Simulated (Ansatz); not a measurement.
## NaMgF3 (Neighborite, Pm-3m): Grüneisen parameters

Wanted: mode Grüneisen parameters of NaMgF3 (Neighborite, Pm-3m).

Program: Ansatz 0.2.0. Level of theory: DFT PBEsol, scalar-relativistic, plane waves, PAW; PAW set soft_1. Results are calculated unless marked as measured.

The database entry behind the starting cell lists a temperature of 1273 K, so it need not match the best structure at ambient conditions.

**1. Starting point**

It takes space group Pm-3m (No. 221, cubic). Conventional cell: a = 3.908 Å, b = 3.908 Å, c = 3.908 Å, α = 90.00°, β = 90.00°, γ = 90.00°. Na has 12 F at 2.76 Å nearest. Nearest to Mg lie 6 F at 1.95 Å. Nearest to F lie 2 Mg at 1.95 Å and 4 Na at 2.76 Å. Farther neighbours and most contacts between anions are not listed.

**2. Phonons on a q mesh**

The cell comes from relaxations at this level that are not shown. Stability and thermal properties need the whole zone. Linear response on a 4×4×4 q mesh gives force constants as far as a supercell of that size would, and the tensors from the zone-centre run are typed in so that the long-range dipole term is interpolated apart.

Contents of input.yaml:

```yaml
crystal:
  lattice:
    - [3.9078370852, 0.0, 0.0]
    - [0.0, 3.9078370852, 0.0]
    - [0.0, 0.0, 3.9078370852]
  atoms:
    - { symbol: Na, position: [0.0, 0.0, 0.0] }
    - { symbol: Mg, position: [0.5, 0.5, 0.5] }
    - { symbol: F, position: [0.5, 0.5, 0.0] }
    - { symbol: F, position: [0.0, 0.5, 0.5] }
    - { symbol: F, position: [0.5, 0.0, 0.5] }
kpoints:
  mp_grid: { grid: [8, 8, 8] }
hamiltonian:
  xc: pbesol
  pseudopotentials: { kind: paw, azcp: { folder: soft_1 }, xc_functional: pbe }
scf:
  occupations: { method: fixed }
output:
  eigenvalues: true
phonons:
  method: dfpt
  qmesh: [4, 4, 4]
  temperatures: { t_max: 1000, t_step: 50 }
  qpath:
    path:
      - [[0.0, 0.0, 0.0], [0.0, 0.5, 0.0], [0.5, 0.5, 0.0], [0.0, 0.0, 0.0], [0.5, 0.5, 0.5], [0.0, 0.5, 0.0]]
      - [[0.5, 0.5, 0.5], [0.5, 0.5, 0.0]]
    npoints: 10
  non_analytic_term:
    high_frequency_dielectric_tensor: [[1.9595, 0.0, 0.0], [0.0, 1.9595, 0.0], [0.0, 0.0, 1.9595]]
    born_effective_charges:
      - { species: Na, tensor: [[1.142, 0.0, 0.0], [0.0, 1.142, 0.0], [0.0, 0.0, 1.142]] }
      - { species: Mg, tensor: [[1.9154, 0.0, 0.0], [0.0, 1.9154, 0.0], [0.0, 0.0, 1.9154]] }
      - { species: F, tensor: [[-0.8866, 0.0, 0.0], [0.0, -0.8866, 0.0], [0.0, 0.0, -1.2842]] }
      - { species: F, tensor: [[-1.2842, 0.0, 0.0], [0.0, -0.8866, 0.0], [0.0, 0.0, -0.8866]] }
      - { species: F, tensor: [[-0.8866, 0.0, 0.0], [0.0, -1.2842, 0.0], [0.0, 0.0, -0.8866]] }
    source: "zone-centre run at this cell"
```

Command:

```console
$ ansatz run input.yaml --threads 4 --pin off --max-ram 10240MiB --backend cpu --events-out ev --progress --plain --runs-dir out
```

Numbers of over 12 decimals in the logs are rounded to 6 here.

What it wrote:

```text
Engine: ansatz 0.2.0, x86_64-unknown-linux-gnu
Pseudopotentials: kind: paw
Pseudopotential: Na, paw, valence charge 9, recommended cutoff 420 eV (normal), soft_1/Na.paw.azcp
Pseudopotential: Mg, paw, valence charge 10, recommended cutoff 420 eV (normal), soft_1/Mg.paw.azcp
Pseudopotential: F, paw, valence charge 7, recommended cutoff 420 eV (normal), soft_1/F.paw.azcp
Functional definition: PBEsol
  exchange = pbesol_x
  correlation = pbesol_c
Crystal: 5 atoms, lattice volume = 59.677 Å³
Basis set: ecut = 420 eV, 1189 PW (Γ), exchange–correlation on 54×54×54 points (8 copies of the dense FFT grid, shifted against one another)
Bands: 25, of which v1, the nominal top of the filled ones, is band 20 counted from 1 (19 counted from 0)
Symmetry: 48 space group operations
k-points: 35 of 512
Non-local potential: Na, projectors of the file, l = 0: 3, l = 1: 2, l = 2: 1
Non-local potential: Mg, projectors of the file, l = 0: 3, l = 1: 2, l = 2: 1
Non-local potential: F, projectors of the file, l = 0: 2, l = 1: 2, l = 2: 1
PAW form: soft (Blöchl's): semilocal exchange-correlation on the pseudo side does not see the compensation charge
PAW frozen core: Na, regenerated for the run's functional, and the local potential with it (the file was generated under x = pbe(κ = 0.804, μ = 0.219515), c = pbe(β = 0.066725))
PAW frozen core: Mg, regenerated for the run's functional, and the local potential with it (the file was generated under x = pbe(κ = 0.804, μ = 0.219515), c = pbe(β = 0.066725))
PAW frozen core: F, regenerated for the run's functional, and the local potential with it (the file was generated under x = pbe(κ = 0.804, μ = 0.219515), c = pbe(β = 0.066725))
PAW one-centre angular grid: Na, 110 points (default); XC on 64 Gauss nodes
PAW one-centre angular grid: Mg, 110 points (default); XC on 64 Gauss nodes
PAW one-centre angular grid: F, 110 points (default); XC on 64 Gauss nodes
Initial density: superposition of atomic densities (chi_scale 0.1, normalization cell, long waves kept (reshape's long-wave potential 0.01 eV rms))
Initial wavefunctions: pseudopotential atomic-orbital guess
Functional: x = pbesol(κ = 0.804, μ = 0.123457), c = pbesol(β = 0.046)
SCF iter   1: F=—  HF=-5800.307128 eV  |F-HF|=—  |Δ(HF+E_count)|=         —  Δρ=1.49e-1  dr2=9.08e0  ethr=3.10e-3  ⟨swp⟩=4.9  Hψ=3725  notcnv=0  defer=86
preconditioner: auto → Resta (q_TF=auto, 2.552 Å⁻¹)  ε∞=3.1  [insulator: Δε(μ)=3.547 eV  Ē_g=16.442 eV  n_scr=18 (ndim 8)  ℏωp=23.5 eV  f_vac=0.000  ε∞_Penn≈3.1]
SCF iter   2: F=—  HF=-5797.178034 eV  |F-HF|=—  |Δ(HF+E_count)|=    3.13e0  Δρ=5.22e-2  dr2=1.28e0  ethr=3.10e-3  ⟨swp⟩=3.0  Hψ=2047  notcnv=0  defer=87
SCF iter   3: F=—  HF=-5796.889275 eV  |F-HF|=—  |Δ(HF+E_count)|=   2.89e-1  Δρ=2.19e-2  dr2=3.19e-1  ethr=3.10e-3  ⟨swp⟩=2.3  Hψ=1477  notcnv=0  defer=68
SCF iter   4: F=—  HF=-5796.809155 eV  |F-HF|=—  |Δ(HF+E_count)|=   8.01e-2  Δρ=5.25e-3  dr2=1.75e-2  ethr=7.97e-4  ⟨swp⟩=2.5  Hψ=1377  notcnv=0  defer=87
SCF iter   5: F=—  HF=-5796.808493 eV  |F-HF|=—  |Δ(HF+E_count)|=   6.62e-4  Δρ=1.52e-3  dr2=7.15e-4  ethr=4.39e-5  ⟨swp⟩=2.0  Hψ=1483  notcnv=0  defer=95
SCF iter   6: F=—  HF=-5796.809334 eV  |F-HF|=—  |Δ(HF+E_count)|=   8.41e-4  Δρ=2.03e-4  dr2=1.45e-5  ethr=1.79e-6  ⟨swp⟩=2.0  Hψ=1575  notcnv=0  defer=97
SCF iter   7: F=—  HF=-5796.809340 eV  |F-HF|=—  |Δ(HF+E_count)|=   6.39e-6  Δρ=4.92e-5  dr2=1.32e-6  ethr=3.62e-8  ⟨swp⟩=2.0  Hψ=1443  notcnv=0  defer=87
SCF iter   8: F=—  HF=-5796.809343 eV  |F-HF|=—  |Δ(HF+E_count)|=   2.68e-6  Δρ=1.41e-5  dr2=1.10e-7  ethr=3.31e-9  ⟨swp⟩=2.0  Hψ=1574  notcnv=0  defer=41
SCF iter   9: F=—  HF=-5796.809343 eV  |F-HF|=—  |Δ(HF+E_count)|=   6.42e-8  Δρ=2.95e-6  dr2=4.12e-9  ethr=2.74e-10  ⟨swp⟩=2.1  Hψ=1476  notcnv=0  defer=41
SCF iter  10: F=—  HF=-5796.809343 eV  |F-HF|=—  |Δ(HF+E_count)|=  5.85e-10  Δρ=1.14e-6  dr2=4.51e-10  ethr=1.03e-11  ⟨swp⟩=2.0  Hψ=1388  notcnv=0  defer=41
SCF iter  11: F=—  HF=-5796.809343 eV  |F-HF|=—  |Δ(HF+E_count)|=  1.09e-10  Δρ=2.14e-7  dr2=1.78e-11  ethr=1.13e-12  ⟨swp⟩=2.0  Hψ=1540  notcnv=0  defer=41
SCF iter  12: F=-5796.809343 eV  HF=-5796.809343 eV  |F-HF|=0.00e0  |Δ(HF+E_count)|=  2.09e-11  Δρ=5.31e-8  dr2=1.37e-12  ethr=1.00e-12  ⟨swp⟩=11.1  Hψ=4866  notcnv=0
SCF 1 converged in 12 iterations: F = -5796.809343 eV  dr2 = 1.37e-12
  greatest PAW one-centre occupation: 1.000 electrons in one spin orbital (limit 2), on the Mg atom at site 1 (counted from 0), in its partial waves of l = 0
NSCF: frozen V_eff on 35 k-points
NSCF: frozen V_eff on 125 k-points
DFPT response loops at q = (0, 0, 0) (fractional): preconditioner auto → none (the input reference at scf.mixing.eps_inf says where Resta's filter doesn't serve); β = 0.50; Broyden in place of MSR1
NSCF: frozen V_eff on 400 k-points
DFPT response loops at q = (0, 0, 0.25) (fractional): mixed as the last ones told, above
NSCF: frozen V_eff on 250 k-points
DFPT response loops at q = (0, 0, -0.5) (fractional): preconditioner auto → Resta (q_TF=auto, 2.552 Å⁻¹)  ε∞=3.2 (no band partly filled); β = 1.00, the filter's whole step (`scf.mixing.beta` (0.50) is not read by the response loops at its default; to damp them type it under 1.00, their step now; it binds the ground state too); Broyden in place of MSR1
NSCF: frozen V_eff on 640 k-points
DFPT response loops at q = (0, 0.25, 0.25) (fractional): preconditioner auto → none (the input reference at scf.mixing.eps_inf says where Resta's filter doesn't serve); β = 0.50; Broyden in place of MSR1
NSCF: frozen V_eff on 400 k-points
DFPT response loops at q = (0, 0.25, -0.5) (fractional): mixed as the last ones told, above
NSCF: frozen V_eff on 250 k-points
DFPT response loops at q = (0, -0.5, -0.5) (fractional): mixed as the last ones told, above
NSCF: frozen V_eff on 1024 k-points
DFPT response loops at q = (0.25, 0.25, 0.25) (fractional): mixed as the last ones told, above
NSCF: frozen V_eff on 640 k-points
DFPT response loops at q = (0.25, 0.25, -0.5) (fractional): mixed as the last ones told, above
NSCF: frozen V_eff on 400 k-points
DFPT response loops at q = (0.25, -0.5, -0.5) (fractional): mixed as the last ones told, above
NSCF: frozen V_eff on 250 k-points
DFPT response loops at q = (-0.5, -0.5, -0.5) (fractional): mixed as the last ones told, above
SCF converged after 12 iterations
Free energy (F): -5796.809343 eV
Harris-Foulkes:  -5796.809343 eV  (|F-HF|=0.00e0)
Internal energy: -5796.809343 eV  (E = F + TS)
E sigma→0 (E₀):  -5796.809343 eV
Fermi energy:    1.651201 eV
--- Per-component energies (eV) ---
  E_band       = -656.091981
  E_kinetic    = 780.431216
  E_local      = -4717.438480  (includes V_loc(G=0)·N_el)
  E_nonlocal   = 736.205577
  E_hartree    = 1639.956731
  E_xc         = -292.879184
  E_vxc        = -378.268615  (∫ρ·V_xc dr)
  E_paw        = -1167.322683  (= ΣΔE_a)
  E_vpaw       = -356.936640  (= ΣTr[D̂ρ^β])
  E_aug_tail   = 0.001554  (compensation charges beyond the density's cutoff)
  E_ewald      = -2776.004959
  E_core_change = 0.240884  (= ΣΔE_core)
  E_smearing   = -0.000000  (= −TS)
  E_closure    = -0.000000  (closes the sum)
  Σ components = -5796.809343   (vs F -5796.809343, Δ=0.00e0)
--- Band table (eV; the first three rows and the last of 35) ---
  k-point 0: bands = [... 16 lower, 0.9751, 1.1979, 1.1979, 1.1979, 7.6423, 15.1387, 15.1387, 15.2019, ... 1 higher]
  k-point 1: bands = [... 16 lower, 0.9434, 1.0263, 1.1714, 1.1714, 7.9139, 14.5094, 15.3314, 15.3749, ... 1 higher]
  k-point 2: bands = [... 16 lower, 0.8153, 0.8678, 1.1350, 1.1350, 8.6397, 13.3595, 15.8345, 15.8714, ... 1 higher]
  k-point 34: bands = [... 16 lower, 0.4703, 1.6512, 1.6512, 1.6512, 12.0585, 14.5518, 14.5518, 14.5518, ... 1 higher]
--- Phonons (Γ-DFPT): 4 representative perturbations + reference (Σ response iterations 13) ---
  ASR residual: 1.260e-3 → 0.000e0 eV/Å²; symmetrization residual: 1.785e-6 eV/Å²
  ASR residual per site (eV/Å²): 2.43e-4 1.26e-3 6.99e-4 6.99e-4 6.99e-4
  Γ frequencies (cm⁻¹): -50.41 -50.41 -50.41 0.00 0.00 0.00 129.40 129.40 129.40 283.56 283.56 283.56 538.56 538.56 538.56
--- Phonons (arbitrary-q DFPT): 10 irreducible q on the 4×4×4 mesh ---
  q = [0.0000, 0.0000, 0.0000] (star 1, of the zone-centre solve; hermiticity 2.52e-7, symmetrization 9.11e-13): -50.41 -50.41 -50.41 -0.00 -0.00 0.00 129.40 129.40 129.40 283.56 283.56 283.56 538.56 538.56 538.56
  q = [0.0000, 0.0000, 0.2500] (star 6, 9 solved perturbations in 1560 linear systems a pass and spin channel, the states on 200 of 512 k-point pairs; hermiticity 2.79e-7, symmetrization 1.85e-13): -42.28 -42.28 61.87 61.87 124.13 136.99 144.43 144.43 192.18 271.40 271.40 371.11 537.67 537.67 587.30
  q = [0.0000, 0.0000, -0.5000] (star 3, 9 solved perturbations in 975 linear systems a pass and spin channel, the states on 125 of 512 k-point pairs; hermiticity 2.50e-7, symmetrization 3.36e-13): -30.99 -30.99 75.51 75.51 143.96 160.62 172.72 172.72 214.01 252.87 252.87 472.60 498.29 536.79 536.79
  q = [0.0000, 0.2500, 0.2500] (star 12, 9 solved perturbations in 2460 linear systems a pass and spin channel, the states on 320 of 512 k-point pairs; hermiticity 3.34e-7, symmetrization 6.63e-14): -47.98 -29.96 59.09 92.40 101.43 140.18 147.38 173.79 217.66 259.37 343.89 367.90 496.88 536.81 590.52
  q = [0.0000, 0.2500, -0.5000] (star 12, 15 solved perturbations on 200 of 512 k-point pairs; hermiticity 3.87e-7, symmetrization 2.56e-14): -66.00 9.96 36.54 77.53 118.55 158.04 168.15 189.67 240.39 254.70 341.00 452.55 460.54 535.94 552.81
  q = [0.0000, -0.5000, -0.5000] (star 3, 9 solved perturbations in 975 linear systems a pass and spin channel, the states on 125 of 512 k-point pairs; hermiticity 2.76e-7, symmetrization 1.08e-13): -122.00 -20.79 -20.79 35.98 163.03 163.03 194.65 194.65 217.85 279.90 407.44 448.46 448.46 523.45 535.08
  q = [0.2500, 0.2500, 0.2500] (star 8, 4 solved perturbations in 1376 linear systems a pass and spin channel, the states on 512 of 512 k-point pairs; hermiticity 2.43e-7, symmetrization 2.01e-13): -39.03 -39.03 35.52 61.50 61.50 91.98 213.72 213.72 220.84 330.79 330.79 365.50 496.06 496.06 594.80
  q = [0.2500, 0.2500, -0.5000] (star 12, 9 solved perturbations in 2460 linear systems a pass and spin channel, the states on 320 of 512 k-point pairs; hermiticity 2.63e-7, symmetrization 5.16e-13): -69.38 -58.26 17.00 42.20 65.62 80.81 214.76 249.23 258.29 311.70 340.16 442.05 448.59 495.24 571.48
  q = [0.2500, -0.5000, -0.5000] (star 6, 9 solved perturbations in 1560 linear systems a pass and spin channel, the states on 200 of 512 k-point pairs; hermiticity 2.67e-7, symmetrization 1.68e-13): -122.43 -60.42 -60.42 36.69 56.70 56.70 254.44 254.44 280.63 307.59 407.08 436.26 436.26 469.12 558.06
  q = [-0.5000, -0.5000, -0.5000] (star 1, 4 solved perturbations in 350 linear systems a pass and spin channel, the states on 125 of 512 k-point pairs; hermiticity 2.14e-7, symmetrization 3.62e-13): -122.85 -122.85 -122.85 35.93 35.93 35.93 281.50 281.50 281.50 406.73 406.73 423.25 423.25 423.25 547.22
  sum rule: each row above includes the acoustic sum rule's correction from the zone centre's row sums; it moved no ω² by more than (3.76 cm⁻¹)²
  mesh force constants: q→R imaginary residual 7.91e-19; ASR residual 1.260e-3 → 0.000e0 eV/Å²; symmetrization residual 5.329e-15 eV/Å²
  interpolated dispersion: 63 rows × 15 modes
  density of states and harmonic sums: on the 16×16×16 q-mesh, interpolated from the force constants of a 4×4×4 supercell (with the dipole–dipole term of supplied tensors)
  largest difference from the sums on the solved wave vectors: F 6.20e-2 eV, S 7.50e-5 and C_V 1.79e-5 eV/K
  zero-point energy: 0.219379 eV/cell   skipped modes (ω ≤ 0): 371, of them read as no rigid motion or as one in doubt: 368 (2.181e0 modes/cell left out, lowest -122.85 cm⁻¹)   left out of the sums: 1.45e-1 of the cell's modes: C_V's classical limit lies that fraction below 3 k_B per atom; for a crystal, a wire or a layer, F and S can be off by more, and a phonons.interpolated_qmesh denser along its periods is the remedy for the sampling
```

The job ended after 5.6 min (4 threads of Intel Xeon Platinum 8488C (Sapphire Rapids), shared host; peak memory 1.9 GiB; 22 min of CPU time).

Numbers from this step:

| Property | Result |
| --- | --- |
| gap on the k-mesh | 5.991 eV |
| volume per atom | 11.94 Å³ |
| sum-rule residual before enforcement | 0.001260 eV/Å² |
| lowest frequency on the path | -122.8 cm⁻¹ |
| point group | m-3m |
| highest frequency on the path or at a solved wavevector | 623.7 cm⁻¹ |
| highest optical mode at the zone centre (no LO-TO term) | 538.6 cm⁻¹ |
| lowest optical zone-centre mode | -50.41 cm⁻¹ |
| lowest mode on the q mesh (acoustic modes at Γ apart) | -122.8 cm⁻¹ |

Frequencies (cm⁻¹) solved at each irreducible wavevector; negative means imaginary. Frequencies by wavevector, by row:

```
q in reciprocal lattice units  star  mode 1  mode 2  mode 3  mode 4  mode 13  mode 14  mode 15
                        0 0 0     1   -50.4   -50.4   -50.4       0    538.6    538.6    538.6
                     0 0 0.25     6   -42.3   -42.3    61.9    61.9    537.7    537.7    587.3
                     0 0 -0.5     3     -31     -31    75.5    75.5    498.3    536.8    536.8
                  0 0.25 0.25    12     -48     -30    59.1    92.4    496.9    536.8    590.5
                  0 0.25 -0.5    12     -66      10    36.5    77.5    460.5    535.9    552.8
                  0 -0.5 -0.5     3    -122   -20.8   -20.8      36    448.5    523.5    535.1
               0.25 0.25 0.25     8     -39     -39    35.5    61.5    496.1    496.1    594.8
               0.25 0.25 -0.5    12   -69.4   -58.3      17    42.2    448.6    495.2    571.5
               0.25 -0.5 -0.5     6  -122.4   -60.4   -60.4    36.7    436.3    469.1    558.1
               -0.5 -0.5 -0.5     1  -122.8  -122.8  -122.8    35.9    423.2    423.2    547.2
```

Symmetry leaves 10 wavevectors to solve. The lowest mode among them, the acoustic zeros apart, lies at q = (-0.5, -0.5, -0.5) and is imaginary, 122.8i cm⁻¹, so the energy falls along it.

**3. Relaxing at another volume, volume ratio 0.97**

The volume is scaled by 0.97 and held; symmetry leaves nothing to relax, so this is a single point. The modes can then be followed against volume.

input.yaml, the sections that differ from step 2:

```yaml
crystal:
  lattice:
    - [3.8683612843, 0.0, 0.0]
    - [0.0, 3.8683612843, 0.0]
    - [0.0, 0.0, 3.8683612843]
  atoms:
    - { symbol: Na, position: [0.0, 0.0, 0.0] }
    - { symbol: Mg, position: [0.5, 0.5, 0.5] }
    - { symbol: F, position: [0.5, 0.5, 0.0] }
    - { symbol: F, position: [0.0, 0.5, 0.5] }
    - { symbol: F, position: [0.5, 0.0, 0.5] }
output:
  forces: true
  stress: true
  eigenvalues: true
# kpoints, hamiltonian, scf: as in step 2
# phonons: removed
```

What it wrote:

```text
[...]
Crystal: 5 atoms, lattice volume = 57.887 Å³
Basis set: ecut = 420 eV, 1141 PW (Γ), exchange–correlation on 54×54×54 points (8 copies of the dense FFT grid, shifted against one another)
Bands: 25, of which v1, the nominal top of the filled ones, is band 20 counted from 1 (19 counted from 0)
Symmetry: 48 space group operations
[...]
k-points: 35 of 512
[...]
--- Band table (eV; the first three rows and the last of 35) ---
  k-point 0: bands = [... 16 lower, 1.2081, 1.4534, 1.4534, 1.4534, 8.0482, 15.5216, 15.5216, 15.8485]
  k-point 1: bands = [... 16 lower, 1.1743, 1.2756, 1.4253, 1.4253, 8.3252, 14.9567, 15.7203, 15.9845]
  k-point 2: bands = [... 16 lower, 1.0410, 1.0937, 1.3851, 1.3851, 9.0645, 13.8296, 16.2384, 16.4787]
  k-point 34: bands = [... 16 lower, 0.7057, 1.9157, 1.9157, 1.9157, 12.4706, 15.0507, 15.0507, 15.0507]
[key lines of the parts left out:]
SCF converged after 8 iterations
Free energy (F): -5796.796159 eV
Fermi energy:    1.915750 eV
P = ⅓ Tr σ = 2.4076 GPa (24.076 kbar)
```

It took 0.68 s on 4 threads; peak memory 0.48 GiB; 2.1 s of CPU time.

This step gave:

- pressure: 2.408 GPa
- gap on the k-mesh: 6.132 eV
- volume per atom: 11.58 Å³
- direct gap on mesh: 6.595 eV

At this level the gap is 6.13 eV on the k-mesh of the self-consistent run, which can miss the band edges.

(Part 1 of 2 ends here.)

[Logs are printed without paths, hosts, clocks, repeated set-up lines and the standing remarks that a program may print on its own settings, such as how far it seeks lower states.]

[Hosts, paths, dates, database ids (printed as entryN), source tags and the programs' standing remarks are cut or masked in the printed files.]
